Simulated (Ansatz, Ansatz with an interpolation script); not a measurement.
Rows from a G0W0 calculation on K2TeCl6 (Fm-3m) (Ansatz 0.2.0; G0W0 on LDA, plane waves, PAW; PAW set soft_1; 2×2×2 mesh, 1087 empty bands, screening to 150 eV, PAW set soft_1 files), in eV. Spin-orbit coupling is left out.

The database entry behind the starting cell is an old determination (1935), so it need not match the best structure at ambient conditions.

| row | Σx | Σc | Vxc | Z |
| --- | --- | --- | --- | --- |
| A | -12.66 | -3.66 | -17.35 | 0.77 |
| B | -21.02 | 3.05 | -16.72 | 0.74 |
| C | -12.09 | -3.58 | -16.67 | 0.78 |
| D | -19.55 | 1.24 | -17.51 | 0.76 |
| E | -19.95 | 1.18 | -18.00 | 0.76 |
| F | -10.76 | -3.43 | -15.11 | 0.79 |

Question: Which rows are filled states and which are empty ones, and how can one tell?

Filled: B, D and E. Empty: A, C and F. The sign of Σc tells: for a filled state bare exchange, which holds its interaction with itself, lies below Vxc (Σx − Vxc is -2.0 eV or lower here) and screening gives part back as a positive Σc. For an empty state Σx lies above Vxc (+4.4 eV or more) and the Coulomb hole leaves Σc negative.

[Runs of the session that timed out or met a known fault of the program may be left out.]

[Hosts, paths, dates, database ids (printed as entryN), source tags and the programs' standing remarks are cut or masked in the printed files.]
